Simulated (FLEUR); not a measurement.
# Magnetic state of MnS (Alabandite) from several starts, part 2 of 3

Wanted: the moments of MnS (Alabandite) and the energy of each order that was tried.

FLEUR MaX-R8.1; PBEsol with U = 4 eV on Mn d; all-electron FLAPW, Dirac cores, scalar-relativistic bands.

So far, largest spin moment in the muffin-tin sphere (μB): step 2 (order 1, typed as ferro +) 4.76.

### 3. Order 2, typed as antiferro q=(0,1/2,1/2) +-

Reversing part of the moments tests the sign of the couplings between them.

This order needs a doubled cell of 4 atoms. The mesh is halved along the doubled vector, so that both cells sample the same points. The k list default-1 (kpts.xml, not shown) is a Γ-centred 8×4×8 mesh.

inp.xml reads:

```
<?xml version="1.0" encoding="UTF-8" standalone="no"?>
<fleurInput fleurInputVersion="0.39">
   <comment>
      MnS
   </comment>
   <calculationSetup>
      <cutoffs Kmax="3.95" Gmax="11.9" GmaxXC="11.9" numbands="0"/>
      <scfLoop itmax="130" minDistance="0.0001" maxIterBroyd="15" imix="Anderson" alpha="0.05" precondParam="0.0" spinf="2.0" sdNocoIR="T"/>
      <coreElectrons ctail="T" frcor="F" kcrel="1" coretail_lmax="0"/>
      <xcFunctional name="PBEs" relativisticCorrections="F"/>
      <magnetism jspins="2"/>
      <soc l_soc="F" theta="0.0" phi="0.0" spav="F"/>
      <expertModes spex="0" secvar="F"/>
      <geometryOptimization l_f="F" forcealpha="1.0" forcemix="BFGS" epsdisp="0.00001" epsforce="0.00001"/>
      <ldaU l_linMix="F" mixParam="0.05" spinf="1.0"/>
   </calculationSetup>
   <cell>
      <bzIntegration valenceElectrons="42.0" mode="hist" fermiSmearingEnergy="0.00183747">
         <kPointListSelection listName="default-1"/>
         <xi:include xmlns:xi="http://www.w3.org/2001/XInclude" href="kpts.xml"> </xi:include>
      </bzIntegration>
      <xi:include xmlns:xi="http://www.w3.org/2001/XInclude" href="sym.xml"> </xi:include>
      <bulkLattice scale="1.0">
         <bravaisMatrix>
            <row-1>    0.0000000000000000     4.9355866922302800     4.9355866922302800</row-1>
            <row-2>    9.8711733844605600     0.0000000000000000     9.8711733844605600</row-2>
            <row-3>    9.8711733844605600     4.9355866922302800     4.9355866922302800</row-3>
         </bravaisMatrix>
      </bulkLattice>
   </cell>
   <atomSpecies>
      <species name="Manganese 4.500" element="Mn" atomicNumber="25">
         <mtSphere radius="2.8" gridPoints="925" logIncrement="0.013"/>
         <atomicCutoffs lmax="10" lnonsphr="8"/>
         <electronConfig flipSpins="F">
            <coreConfig>(1s1/2) (2s1/2) (2p1/2) (2p3/2)</coreConfig>
            <valenceConfig>(3s1/2) (3p1/2) (3p3/2) (4s1/2) (3d3/2) (3d5/2)</valenceConfig>
            <stateOccupation state="(3d3/2)" spinUp="1.75" spinDown="0.25"/>
            <stateOccupation state="(3d5/2)" spinUp="3.0" spinDown="0.0"/>
         </electronConfig>
         <energyParameters s="4" p="4" d="3" f="4"/>
         <ldaU l="2" U="4.0" J="0.0" l_amf="F"/>
         <lo type="SCLO" l="0" n="3" eDeriv="0"/>
         <lo type="SCLO" l="1" n="3" eDeriv="0"/>
      </species>
      <species name="Manganese -4.500" element="Mn" atomicNumber="25">
         <mtSphere radius="2.8" gridPoints="925" logIncrement="0.013"/>
         <atomicCutoffs lmax="10" lnonsphr="8"/>
         <electronConfig flipSpins="F">
            <coreConfig>(1s1/2) (2s1/2) (2p1/2) (2p3/2)</coreConfig>
            <valenceConfig>(3s1/2) (3p1/2) (3p3/2) (4s1/2) (3d3/2) (3d5/2)</valenceConfig>
            <stateOccupation state="(3d3/2)" spinUp="0.25" spinDown="1.75"/>
            <stateOccupation state="(3d5/2)" spinUp="0.0" spinDown="3.0"/>
         </electronConfig>
         <energyParameters s="4" p="4" d="3" f="4"/>
         <ldaU l="2" U="4.0" J="0.0" l_amf="F"/>
         <lo type="SCLO" l="0" n="3" eDeriv="0"/>
         <lo type="SCLO" l="1" n="3" eDeriv="0"/>
      </species>
      <species name="Sulfur (S)" element="S" atomicNumber="16">
         <mtSphere radius="1.9" gridPoints="629" logIncrement="0.018"/>
         <atomicCutoffs lmax="8" lnonsphr="6"/>
         <electronConfig flipSpins="F">
            <coreConfig>(1s1/2) (2s1/2) (2p1/2) (2p3/2)</coreConfig>
            <valenceConfig>(3s1/2) (3p1/2) (3p3/2)</valenceConfig>
            <stateOccupation state="(3p1/2)" spinUp="0.666667" spinDown="0.666667"/>
            <stateOccupation state="(3p3/2)" spinUp="1.333333" spinDown="1.333333"/>
         </electronConfig>
         <energyParameters s="3" p="3" d="3" f="4"/>
      </species>
   </atomSpecies>
   <atomGroups>
      <atomGroup species="Manganese 4.500">
         <relPos label="                   1">.0000000000 .0000000000 .0000000000</relPos>
         <force calculate="T" relaxXYZ="TTT"/>
      </atomGroup>
      <atomGroup species="Manganese -4.500">
         <relPos label="                   2">.0000000000 1.000/2.000 .0000000000</relPos>
         <force calculate="T" relaxXYZ="TTT"/>
      </atomGroup>
      <atomGroup species="Sulfur (S)">
         <relPos label="                   3">1.000/2.000 .0000000000 1.000/2.000</relPos>
         <force calculate="T" relaxXYZ="TTT"/>
      </atomGroup>
      <atomGroup species="Sulfur (S)">
         <relPos label="                   4">1.000/2.000 1.000/2.000 1.000/2.000</relPos>
         <force calculate="T" relaxXYZ="TTT"/>
      </atomGroup>
   </atomGroups>
   <output dos="F" band="F" slice="F">
      <bandDOS minEnergy="-.5*Htr" maxEnergy="0.5*Htr" sigma="0.015" storeEVData="T"/>
      <plotting iplot="0" polar="F">
         <plot TwoD="T" vec1="  1.0  0.0  0.0" vec2="  0.0  1.0  0.0" vec3="  0.0  0.0  1.0" zero="  0.0  0.0  0.0" file="plot"/>
      </plotting>
      <moessbauerParams electricFieldGradient="F" isomerShift="T" coreHyperfine="T" valenceHyperfine="T"/>
   </output>
</fleurInput>
```

crystal.txt reads:

```
MnS
&input film=F cartesian=F /
0.00000000000  2.61180000000  2.61180000000
5.22360000000  0.00000000000  5.22360000000
5.22360000000  2.61180000000  2.61180000000
1.8897261246
1.0 1.0 1.0

4
25 0.00000000000  0.00000000000  0.00000000000 : 4.500
25 0.00000000000  0.50000000000  0.00000000000 : -4.500
16 0.50000000000  0.00000000000  0.50000000000
16 0.50000000000  0.50000000000  0.50000000000

&kpt div1=8 div2=4 div3=8 gamma=T /
```

Launch:

```
$ OMP_NUM_THREADS=1 inpgen -f crystal.txt > inpgen.log  # inp.xml is then edited as shown
$ OMP_NUM_THREADS=1 mpirun -n 4 fleur_MPI > fleur.log
```

The program printed:

```text
[banner, memory and clock lines left out]
Welcome to FLEUR        (www.flapw.de)
      MaX-Release 8.1          (www.max-centre.eu)

 ========== k-point set info ==========
 Selected k-point list: default-1
 k-point list type: mesh
 0 x 0 x 0
 Number of k points: 80

 ------------Calculation Setup---------------------------
 Number of PE/node        :            4
 Number of OMP-threads    :            1
 k-points in parallel     :            4
 pe's per k-point         :            1
 No of k-point loops      :           20
 Eigenvalue solver        :       lapack
 Number of basis functions:          540
 Approximate size of matrices (H+S) per k-point:         0.004 GB
 no density matrix found ... skipping LDA+U
 [... lines of the core solver left out ...]
 Reset of history
 Iteration:     1   Distance:       6.77760693 me/bohr^3
 [... lines of the core solver left out ...]
 Iteration:     2   Distance:       6.85238034 me/bohr^3
 [... lines of the core solver left out ...]
 Iteration:     3   Distance:       6.30699225 me/bohr^3
 [... lines of the core solver left out ...]
[... rest left out ...]

--- out.xml (last complete iteration) ---
<iteration numberForCurrentRun="   15" overallNumber="   15">
         [... left out ...]
         <bandgap value="0.9809487629" units="eV"/>
         <sumValenceSingleParticleEnergies value="-27.4345018509" units="Htr"/>
         <FermiEnergy value="0.2495875359" units="Htr"/>
         <valenceDensity>
            <mtCharges spin="1">
               <mtCharge atomType="1" total="9.5063609" s="1.2419402" p="3.2853524" d="4.9293263" f="0.0380359"/>
               <mtCharge atomType="2" total="4.7829720" s="1.1818021" p="3.2292268" d="0.3206607" f="0.0387104"/>
               <mtCharge atomType="3" total="1.7778874" s="0.6270616" p="1.1413917" d="0.0086854" f="0.0006441"/>
               <mtCharge atomType="4" total="1.8058773" s="0.6325323" p="1.1593188" d="0.0128500" f="0.0009967"/>
            </mtCharges>
            <mtCharges spin="2">
               <mtCharge atomType="1" total="4.7829720" s="1.1818021" p="3.2292268" d="0.3206607" f="0.0387104"/>
               <mtCharge atomType="2" total="9.5063609" s="1.2419402" p="3.2853524" d="4.9293263" f="0.0380359"/>
               <mtCharge atomType="3" total="1.8058773" s="0.6325323" p="1.1593188" d="0.0128500" f="0.0009967"/>
               <mtCharge atomType="4" total="1.7778874" s="0.6270616" p="1.1413917" d="0.0086854" f="0.0006441"/>
            </mtCharges>
            <spinDependentCharge spin="1" total="21.0000000" interstitial="3.1269024" mtSpheres="17.8730976"/>
            <spinDependentCharge spin="2" total="21.0000000" interstitial="3.1269024" mtSpheres="17.8730976"/>
            <totalCharge value="42.0000000000"/>
         </valenceDensity>
         [... left out ...]
         <magneticMomentsInMTSpheres units="muBohr">
            <globalMagMoment atomType="1" vec="0.00000   0.00000   4.72341"/>
            <localMagMoment atomType="1" vec="0.00000   0.00000   4.72341"/>
            <globalMagMoment atomType="2" vec="0.00000   0.00000  -4.72341"/>
            <localMagMoment atomType="2" vec="0.00000   0.00000  -4.72341"/>
            <globalMagMoment atomType="3" vec="0.00000   0.00000  -0.02799"/>
            <localMagMoment atomType="3" vec="0.00000   0.00000  -0.02799"/>
            <globalMagMoment atomType="4" vec="0.00000   0.00000   0.02799"/>
            <localMagMoment atomType="4" vec="0.00000   0.00000   0.02799"/>
         </magneticMomentsInMTSpheres>
         [... left out ...]
         <totalEnergy value="    -3112.2268975254" units="Htr">
            <sumOfEigenvalues value="    -1791.5247242190">
               <coreElectrons value="-1764.0902223681"/>
               <valenceElectrons value="-27.4345018509"/>
            </sumOfEigenvalues>
            <densityCoulombPotentialIntegral value="-4735.8402485036"/>
            <densityEffectivePotentialIntegral value="-4935.4062315393"/>
            <chargeDenXCDenIntegral value="-152.5540771108"/>
            <FockExchangeEnergyValence value="0.0000000000"/>
            <FockExchangeEnergyCore value="0.0000000000"/>
         [... left out ...]
            <dftUCorrection value="-0.7193111012"/>
            <tkbTimesEntropy value="0.0000000000"/>
            <freeEnergy value="-3112.2268975254"/>
            <extrapolationTo0K value="-3112.2268975254"/>
         </totalEnergy>
         [... left out ...]
         <ldaUDensityMatrixConvergence>
            <distance spin="1" distance="0.000003"/>
            <distance spin="2" distance="0.000003"/>
         </ldaUDensityMatrixConvergence>
         <densityConvergence units="me/bohr^3">
            <chargeDensity spin="1" distance="0.0000461274"/>
            <chargeDensity spin="2" distance="0.0000461273"/>
            <overallChargeDensity distance="0.0000723901"/>
            <spinDensity distance="0.0000571892"/>
         </densityConvergence>
      </iteration>
```

It took 82 s on 4 MPI ranks of Arm Neoverse V2, shared host; peak memory 0.47 GiB.

Spin moment in the muffin-tin sphere by atom:

| atom | spin moment in the muffin-tin sphere (μB) |
| --- | --- |
| Mn1 | 4.72 |
| Mn2 | -4.72 |
| S3 | -0.03 |
| S4 | 0.03 |

This step gave:

| Property | Result |
| --- | --- |
| free energy | -84688.0082 eV |
| program's band gap on this mesh (in a metal only a level spacing) | 0.9809 eV |
| magnetization | 0 μB |
| final state | antiferromagnetic |

It lies 12.5 meV a seeded atom under the first start, and its largest moment is 4.72 μB against 4.76 μB.

### 4. The states side by side

Free energies are divided by the number of seeded atoms, so that cells of unlike size compare. Wavevectors q in the names are fractions of the primitive cell's reciprocal vectors.

Orders:

| start | final state | typed order kept | energy over the lowest (meV a seeded atom) | largest sphere moment (μB) | net moment (μB a primitive cell) | mesh matched | CPU time (s) |
| --- | --- | --- | --- | --- | --- | --- | --- |
| ferro + | ferromagnetic | yes | 12.47 | 4.76 | 5 | yes | 43.82 |
| antiferro q=(0,1/2,1/2) +- | antiferromagnetic | yes | 0 | 4.723 | 0 | yes | 326.8 |

(Continued in part 3 of 3.)

[Logs and program files are shortened in this print: banners, set-up blocks, solver, clock and traceback lines can be left out without a mark of their own.]

[Logs are printed without paths, hosts, clocks, repeated set-up lines and the standing remarks that a program may print on its own settings, such as how far it seeks lower states.]

[Hosts, paths, dates, database ids (printed as entryN), source tags and the programs' standing remarks are cut or masked in the printed files.]

[Where a cell is said to come from a database of computed structures, the database is the Materials Project.]
